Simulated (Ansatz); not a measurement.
# As (Pm-3m, 1 atom in the cell): a soft mode frozen in, part 2 of 2

Wanted: the energy along a soft mode of As (Pm-3m, 1 atom in the cell) and the structure at the end.

Ansatz 0.2.0; DFT PBEsol, scalar-relativistic, plane waves, PAW.

So far, highest frequency on the path or at a solved wavevector (cm⁻¹): step 2 (phonons on a q mesh) 192. Also lowest frequency on the path (cm⁻¹): step 2 -196.

This is not the structure that As takes at ambient pressure and room temperature (space group No. 166); it is a model or a phase of other conditions.

### 6. Relaxation from the frozen mode

Starting from the lowest point found, all atoms and the cell are let go, so that strain and other modes of the same symmetry can join in.

The input, input.yaml:

```yaml
crystal:
  lattice:
    - [2.6885784294, 2.6885784294, 0.0]
    - [2.6885784294, 0.0, 2.6885784294]
    - [2.6885784294, 0.0, -2.6885784294]
  atoms:
    - { symbol: As, position: [0.5, 0.223963936, 0.723963936] }
    - { symbol: As, position: [0.5, 0.776036064, 0.276036064] }
kpoints:
  mp_grid: { grid: [14, 14, 14] }
hamiltonian:
  xc: pbesol
scf:
  occupations: { method: methfessel_paxton, width: 0.15 }
output:
  forces: true
  stress: true
  eigenvalues: true
relax:
  adjacent_minimum: "off"
  f_tol: 0.002
  max_steps: 120
  cell: { stress_tol: 0.03 }
```

Launch:

```
$ ansatz run input.yaml --threads 4 --pin off --max-ram 7168MiB --backend cpu --events-out ev --progress --plain --runs-dir out
```

Numbers of over 12 decimals in the logs are rounded to 6 here.

Log:

```text
[...]
Crystal: 2 atoms, lattice volume = 38.869 Å³
Basis set: ecut = 420 eV, 749 PW (Γ), exchange–correlation on 54×54×54 points (8 copies of the dense FFT grid, shifted against one another)
Bands: 19, of which v1, the nominal top of the filled ones, is band 15 counted from 1 (14 counted from 0)
Symmetry: 16 space group operations
[...]
k-points: 244 of 2744
[...]
SCF iter   1: F=—  HF=-9625.958186 eV  |F-HF|=—  |Δ(HF+E_count)|=         —  Δρ=1.89e-3  dr2=7.13e-4  ethr=1.77e-3  ⟨swp⟩=5.1  Hψ=20826  notcnv=0
[...]
SCF iter   5: F=-9625.957648 eV  HF=-9625.957648 eV  |F-HF|=2.90e-8  |Δ(HF+E_count)|=   7.59e-7  S|Δr|=    0.00e0  Δρ=1.42e-5  dr2=6.62e-8  ethr=3.33e-10  ⟨swp⟩=3.3  Hψ=19180  notcnv=0
SCF 1 converged in 5 iterations: F = -9625.957648 eV  dr2 = 6.62e-8
[...]
relax step   1: F+E_penalty+E_count = -9625.95764843 eV  Δ(F+E_penalty+E_count) = +0.000e0 eV  max|allowed force component| = 2.271e-1 eV/Å  Δτ_max = 0.0000 Å  P = +3.456 GPa  Ω = 38.869 Å³  (5 SCF iters, dr2 threshold 1.00e-7 eV, accepted)
Crystal: 2 atoms, lattice volume = 41.080 Å³
Basis set: ecut = 420 eV, 805 PW (Γ), exchange–correlation on 54×54×54 points (8 copies of the dense FFT grid, shifted against one another)
[...]
iter 1 solved again at ethr=6.04e-6 eV; its pass at ethr=3.10e-3 eV (dr2=1.81e-3 eV) is discarded
[...]
SCF iter   6: F=-9625.976117 eV  HF=-9625.976117 eV  |F-HF|=3.06e-9  |Δ(HF+E_count)|=   2.22e-7  S|Δr|=    0.00e0  Δρ=6.66e-6  dr2=1.48e-8  ethr=6.67e-10  ⟨swp⟩=5.0  Hψ=21329  notcnv=0
SCF 2 converged in 6 iterations: F = -9625.976117 eV  dr2 = 1.48e-8
relax step   2: F+E_penalty+E_count = -9625.97611711 eV  Δ(F+E_penalty+E_count) = -1.847e-2 eV  max|allowed force component| = 4.818e-2 eV/Å  Δτ_max = 0.0212 Å  P = -0.666 GPa  Ω = 41.080 Å³  energy of the carried Pulay correction = -3.780e-4 eV  (6 SCF iters, dr2 threshold 2.00e-7 eV, accepted)
Crystal: 2 atoms, lattice volume = 40.636 Å³
[...]
SCF iter   5: F=-9625.977800 eV  HF=-9625.977800 eV  |F-HF|=1.87e-9  |Δ(HF+E_count)|=   1.51e-7  S|Δr|=    0.00e0  Δρ=4.81e-6  dr2=1.00e-8  ethr=6.67e-10  ⟨swp⟩=5.0  Hψ=20376  notcnv=0
SCF 3 converged in 5 iterations: F = -9625.977800 eV  dr2 = 1.00e-8
relax step   3: F+E_penalty+E_count = -9625.97780026 eV  Δ(F+E_penalty+E_count) = -1.683e-3 eV  max|allowed force component| = 4.282e-2 eV/Å  Δτ_max = 0.0067 Å  P = -0.046 GPa  Ω = 40.636 Å³  energy of the carried Pulay correction = -3.039e-4 eV  (5 SCF iters, dr2 threshold 2.00e-7 eV, accepted)
[...]
relax step   4: F+E_penalty+E_count = -9625.97785416 eV  Δ(F+E_penalty+E_count) = -5.390e-5 eV  max|allowed force component| = 3.728e-2 eV/Å  Δτ_max = 0.0085 Å  P = -0.199 GPa  Ω = 40.546 Å³  energy of the carried Pulay correction = -2.886e-4 eV  (5 SCF iters, dr2 threshold 1.15e-7 eV, accepted)
[...]
relax step   5: F+E_penalty+E_count = -9625.97803207 eV  Δ(F+E_penalty+E_count) = -1.779e-4 eV  max|allowed force component| = 6.184e-4 eV/Å  Δτ_max = 0.0037 Å  P = -0.003 GPa  Ω = 40.521 Å³  energy of the carried Pulay correction = -2.845e-4 eV  (4 SCF iters, dr2 threshold 1.38e-7 eV, accepted)
[...]
SCF iter   6: F=-9625.978344 eV  HF=-9625.978344 eV  |F-HF|=0.00e0  |Δ(HF+E_count)|=  3.27e-11  S|Δr|=    0.00e0  Δρ=7.32e-8  dr2=1.46e-12  ethr=1.00e-12  ⟨swp⟩=4.0  Hψ=20365  notcnv=0
SCF 6 converged in 6 iterations: F = -9625.978344 eV  dr2 = 1.46e-12
relax step   6: F+E_penalty+E_count = -9625.97834410 eV  Δ(F+E_penalty+E_count) = -3.120e-4 eV  max|allowed force component| = 5.837e-4 eV/Å  Δτ_max = 0.0000 Å  P = +0.002 GPa  Ω = 40.521 Å³  stress off target by 1.33e-2 GPa  SCF on the basis re-selected at this cell (its energy is not comparable with the rows above)  (6 SCF iters)
basis re-selected at this cell: Δ(F+E_penalty+E_count) = -3.120e-4 eV, ΔP = +0.005 GPa vs the last step (what re-selecting the basis moved, of the pressure what is left beyond the Pulay correction that the steps carried, after the strain that the cell walked since its last selection, with what the two solves' SCF thresholds leave and, on support functions, any second-order correction that the steps lacked; it is no m [...]
SCF converged after 6 iterations
[...]
Free energy (F): -9625.978344 eV
[...]
Internal energy: -9625.978625 eV  (E = F + TS)
E sigma→0 (E₀):  -9625.978414 eV
Entropy (-TS):   0.000280 eV (0.140 meV/atom)
Fermi energy:    11.301507 eV
Step filling:    the computed levels leave a gap of 0.0067 eV = 0.0 smearing widths at the electron count; against every level under it full and every level over it empty, smearing changes F+E_penalty+E_count by +0.054 meV and its σ→0 estimate by -0.016 meV
[...]
--- Forces (eV/Å), atoms counted from 1 ---
  atom   1  As     0.00058366     0.00000000     0.00000000
  atom   2  As    -0.00058366    -0.00000000     0.00000000
  max |Σ_I F_I| component: 0.00e0 eV/Å
--- Stress (GPa, compression-positive) ---
        0.013281      -0.000000       0.000000
       -0.000000      -0.003946       0.000000
        0.000000       0.000000      -0.003946
  P = ⅓ Tr σ = 0.0018 GPa (0.018 kbar)
--- Band table (eV; the first three rows and the last of 244) ---
  k-point 0: bands = [... 11 lower, 6.1562, 9.1136, 9.4785, 9.4785, 14.4297, 14.4297, 15.1788, 17.1087]
  k-point 1: bands = [... 11 lower, 5.7974, 9.1466, 9.4807, 9.6283, 14.2671, 14.3525, 14.9162, 17.1791]
  k-point 2: bands = [... 11 lower, 4.9490, 9.1469, 9.4950, 9.9696, 13.7973, 14.0881, 14.3241, 17.2343]
  k-point 243: bands = [... 11 lower, 1.6040, 5.3683, 7.0485, 7.0485, 13.7364, 17.5475, 17.5475, 19.7343]
--- Relaxed structure (5 steps of the walk, 5 accepted, 1 SCFs on fresh bases) ---
  F+E_penalty+E_count = -9625.97834410 eV   max|allowed force component| = 5.837e-4 eV/Å   (the final SCF, on the basis selected at the relaxed cell)
  cell:  # Å, volume = 40.5215 Å³
    - [2.759806, 2.709495, 0]
    - [2.759806, 0, 2.709495]
    - [2.759806, 0, -2.709495]
  atoms:
    - { symbol: As, position: [0.5, 0.222157, 0.722157] }
    - { symbol: As, position: [0.5, 0.777843, 0.277843] }
```

Elapsed: 16 s, on 4 threads of Arm Neoverse V1, shared host; peak memory 0.46 GiB; 60 s of CPU time.

Step by step:

```csv
step,energy less that of the first step (eV),largest force component (eV/Å),pressure (GPa),volume (Å³)
1,0.0000,0.2271,3.46,38.87
2,-0.0185,0.0482,-0.67,41.08
3,-0.0202,0.0428,-0.05,40.64
4,-0.0202,0.0373,-0.20,40.55
5,-0.0204,0.0006,0.00,40.52
6*,-0.0207,0.0006,0.00,40.52
```

Relaxation steps marked * repeat the geometry before them on a plane-wave basis chosen anew for their cell, so energy and pressure can jump there.

The run keeps the 16 symmetry operations that it works with, so distortions that break them were not tested.

```csv
"conventional cell, symmetrised",before,after,change
a (Å),3.802,3.832,+0.8 %
b (Å),3.802,3.832,+0.8 %
c (Å),5.377,5.520,+2.6 %
volume (Å³/atom),19.43,20.26,+4.3 %
```

Final coordinates:

```cif
data_structure
_symmetry_space_group_name_H-M 'P 1'
_symmetry_Int_Tables_number 1
_cell_length_a 3.8675
_cell_length_b 3.8675
_cell_length_c 3.8675
_cell_angle_alpha 88.946
_cell_angle_beta 59.390
_cell_angle_gamma 59.390
_cell_volume 40.52
loop_
_atom_site_label
_atom_site_type_symbol
_atom_site_fract_x
_atom_site_fract_y
_atom_site_fract_z
_atom_site_occupancy
As1 As 0.50000 0.22216 0.72216 1
As2 As 0.50000 0.77784 0.27784 1
```

This step gave:

| Item | Value |
| --- | --- |
| pressure | 0.001796 GPa |
| volume per atom | 20.26 Å³ |

The distorted start has space group I4/mmm; the relaxation ends in I4/mmm.

### 7. The new phase in its own primitive cell

The relaxed structure is symmetrised, reduced to its primitive cell and relaxed tightly, as its phonons need.

input.yaml, the sections that differ from step 6:

```yaml
crystal:
  lattice:
    - [-1.9159022208, 1.9159022208, 2.7598063277]
    - [1.9159022208, -1.9159022208, 2.7598063277]
    - [1.9159022208, 1.9159022208, -2.7598063277]
  atoms:
    - { symbol: As, position: [0.2221565008, 0.2221565008, 0.0] }
    - { symbol: As, position: [0.7778434992, 0.7778434992, 0.0] }
relax:
  adjacent_minimum: "off"
  f_tol: 0.001
  max_steps: 60
  cell: { stress_tol: 0.01 }
# kpoints, hamiltonian, scf, output: as in step 6
```

Log:

```text
[...]
Crystal: 2 atoms, lattice volume = 40.521 Å³
Basis set: ecut = 420 eV, 789 PW (Γ), exchange–correlation on 54×54×54 points (8 copies of the dense FFT grid, shifted against one another)
Bands: 19, of which v1, the nominal top of the filled ones, is band 15 counted from 1 (14 counted from 0)
Symmetry: 16 space group operations
[...]
k-points: 244 of 2744
[...]
k-point 243: bands = [... 11 lower, 1.6039, 5.3689, 7.0485, 7.0485, 13.7362, 17.5472, 17.5472, 19.7319]
--- Relaxed structure (2 steps of the walk, 2 accepted, 1 SCFs on fresh bases) ---
[...]
cell:  # Å, volume = 40.5229 Å³
    - [-1.915846, 1.915846, 2.760067]
    - [1.915846, -1.915846, 2.760067]
    - [1.915846, 1.915846, -2.760067]
  atoms:
    - { symbol: As, position: [0.222145, 0.222145, 0] }
    - { symbol: As, position: [0.777855, 0.777855, 0] }
[key lines of the parts left out:]
SCF converged after 6 iterations
Free energy (F): -9625.978345 eV
Fermi energy:    11.301293 eV
P = ⅓ Tr σ = 0.0012 GPa (0.012 kbar)
```

It took 8.3 s on 4 threads; peak memory 0.47 GiB.

Little changed from the start: no atom moved by 0.005 Å and no cell edge by 0.1 %.

Numbers from this step:

```
pressure : 0.001152 GPa
```

The largest force component left is 0.30 meV/Å and the pressure is 0.001 GPa, within the tolerances set. The cell now holds 20.26 Å³/atom.

### 8. Modes of the new phase, k-mesh 14×14×14

A relaxed structure may still be a saddle point, so its zone-centre modes are computed. No field response is asked, since the mesh shows no gap.

input.yaml, the sections that differ from step 7:

```yaml
crystal:
  lattice:
    - [-1.9158464924, 1.9158464924, 2.7600669576]
    - [1.9158464924, -1.9158464924, 2.7600669576]
    - [1.9158464924, 1.9158464924, -2.7600669576]
  atoms:
    - { symbol: As, position: [0.2221452739, 0.2221452739, 0.0] }
    - { symbol: As, position: [0.7778547261, 0.7778547261, 0.0] }
output:
  eigenvalues: true
phonons:
  method: dfpt
# kpoints, hamiltonian, scf: as in step 7
# relax: removed
```

Log:

```text
zone centre: on kpoints.mp_grid the ground state, and the responses unless they are solved on pairs of k-points, stand on 428 of the mesh's 2744 k-points, reduced under 4 symmetry operations, with k and −k counted as one. Each operation leaves every solved displacement unchanged or reverses it
[...]
Crystal: 2 atoms, lattice volume = 40.523 Å³
Basis set: ecut = 420 eV, 789 PW (Γ), exchange–correlation on 54×54×54 points (8 copies of the dense FFT grid, shifted against one another)
Bands: 19, of which v1, the nominal top of the filled ones, is band 15 counted from 1 (14 counted from 0)
Symmetry: 16 space group operations
k-points: 428 of 2744 (irreducible under 4 space group operations, time reversal used)
[...]
SCF iter   1: F=—  HF=-9625.978918 eV  |F-HF|=—  |Δ(HF+E_count)|=         —  Δρ=1.94e-3  dr2=8.97e-4  ethr=1.77e-3  ⟨swp⟩=5.1  Hψ=36169  notcnv=0
[...]
SCF iter   9: F=-9625.978345 eV  HF=-9625.978345 eV  |F-HF|=0.00e0  |Δ(HF+E_count)|=    0.00e0  S|Δr|=    0.00e0  Δρ=6.55e-8  dr2=1.99e-12  ethr=1.00e-12  ⟨swp⟩=5.0  Hψ=33787  notcnv=0
SCF 1 converged in 9 iterations: F = -9625.978345 eV  dr2 = 1.99e-12
[...]
DFPT response loops at Γ: preconditioner auto → Kerker (q_TF=auto, 2.595 Å⁻¹) (partly filled bands, converged f_vac=0.000); β = 1.00, the filter's whole step (`scf.mixing.beta` (0.50) is not read by the response loops under this deck's `scf.mixing.preconditioner`; to damp them name `kerker` or `kerker_dos`, under which they read `scf.mixing.beta`, and type it under 1.00, their step now; both keys bind the ground state too); Broyden in place of MSR1
SCF converged after 9 iterations
[...]
Free energy (F): -9625.978345 eV
[...]
Internal energy: -9625.978622 eV  (E = F + TS)
E sigma→0 (E₀):  -9625.978414 eV
Entropy (-TS):   0.000277 eV (0.139 meV/atom)
Fermi energy:    11.301293 eV
[...]
--- Band table (eV; the first three rows and the last of 428) ---
  k-point 0: bands = [... 11 lower, 6.1555, 9.1139, 9.4775, 9.4775, 14.4295, 14.4295, 15.1756, 17.1075]
  k-point 1: bands = [... 11 lower, 5.7275, 8.9222, 9.2894, 10.1010, 13.7555, 14.3941, 15.2606, 17.4951]
  k-point 2: bands = [... 11 lower, 4.9183, 8.4389, 8.8277, 11.4901, 12.0470, 14.2472, 15.5107, 17.2516]
  k-point 427: bands = [... 11 lower, 1.6039, 5.3689, 7.0485, 7.0485, 13.7362, 17.5472, 17.5472, 19.7319]
--- Phonons (Γ-DFPT): 2 representative perturbations + reference, on 428 of 2744 k-points (Σ response iterations 6) ---
  k mesh reduced under 4 symmetry operations, with k and −k counted as one. Each operation leaves every solved displacement unchanged or reverses it
  ASR residual: 2.377e-5 → 0.000e0 eV/Å²; symmetrization residual: 1.533e-12 eV/Å²
  ASR residual per site (eV/Å²): 2.38e-5 2.38e-5
  Γ frequencies (cm⁻¹): -109.97 -109.97 0.00 0.00 0.00 218.72
  non-analytic LO–TO correction: not included (Born effective charges unavailable; polar crystals: no LO–TO splitting at Γ)
```

Run time: 27 s. Hardware: 4 threads; peak memory 1.2 GiB.

This step gave:

```yaml
sum_rule_residual_before_enforcement: 2.38e-5 eV/Å²
point_group: 4/mmm
highest_optical_mode_at_the_zone_centre_no_lo_to_term: 218.7 cm⁻¹
lowest_optical_zone_centre_mode: -110.0 cm⁻¹
```

Patterns of degenerate modes are one choice out of their space. Modes at Γ (negative means imaginary):

```csv
mode,frequency (cm⁻¹),symmetry
1,-110.0,Eg
2,-110.0,Eg
3,0.0,acoustic
4,0.0,acoustic
5,0.0,acoustic
6,218.7,A1g
```

Displacements in mode 1 (-110.0 cm⁻¹), the largest set to 1:
```
As1  0.00  1.00  0.00
As2  0.00 -1.00  0.00
```

Displacements in mode 6 (218.7 cm⁻¹), the largest set to 1:
```
As1  0.00  0.00  1.00
As2  0.00  0.00 -1.00
```

Before it was imposed, the acoustic sum rule was missed by 2.4e-5 eV/Å². Small misses are needed for a sound result but don't prove that mesh and cutoff are converged. The lowest optical mode is imaginary, 110.0i cm⁻¹, so the energy falls along it.

### 9. Outcome

```
unstable mode of the parent                                                      : q = (-0.5, -0.5, -0.5), 196i cm⁻¹
depth at the lowest point sampled                                                : 35.7 meV/atom
largest atomic shift at that point                                               : 0.14 Å
space group reached (within 0.01 Å)                                              : I4/mmm
energy gained over the parent (first relaxation, on the mesh of the frozen mode) : 46.0 meV/atom
volume per atom, phase reached                                                   : 20.3 Å³
lowest optical zone-centre mode, phase reached                                   : -110 cm⁻¹
highest optical mode at the zone centre (no LO-TO term), phase reached           : 219 cm⁻¹
```

In words: Along this mode the structure falls into I4/mmm, 46.0 meV/atom below the parent. At the parent's cell the well is 35.69 meV/atom deep on the steps tried, with its lowest point at a shift of 0.14 Å. Relaxing atoms and cell changes the gain by +10.33 meV/atom against the lowest step (energies at zero smearing). The new phase still has an imaginary mode at the zone centre of its cell, so it is a saddle point on the way to a lower structure. Of the 6 patterns followed to their end from this parent, this one ends 33.6 meV/atom above the lowest, R-3m. Each path keeps the symmetry of its pattern, so a lower phase may lie along a pattern not tried. With no gap, or one that is small against the smearing, the frequencies hang on the k mesh and the smearing, most of all near Kohn anomalies.

[Logs are printed without paths, hosts, clocks, repeated set-up lines and the standing remarks that a program may print on its own settings, such as how far it seeks lower states.]

[Hosts, paths, dates, database ids (printed as entryN), source tags and the programs' standing remarks are cut or masked in the printed files.]
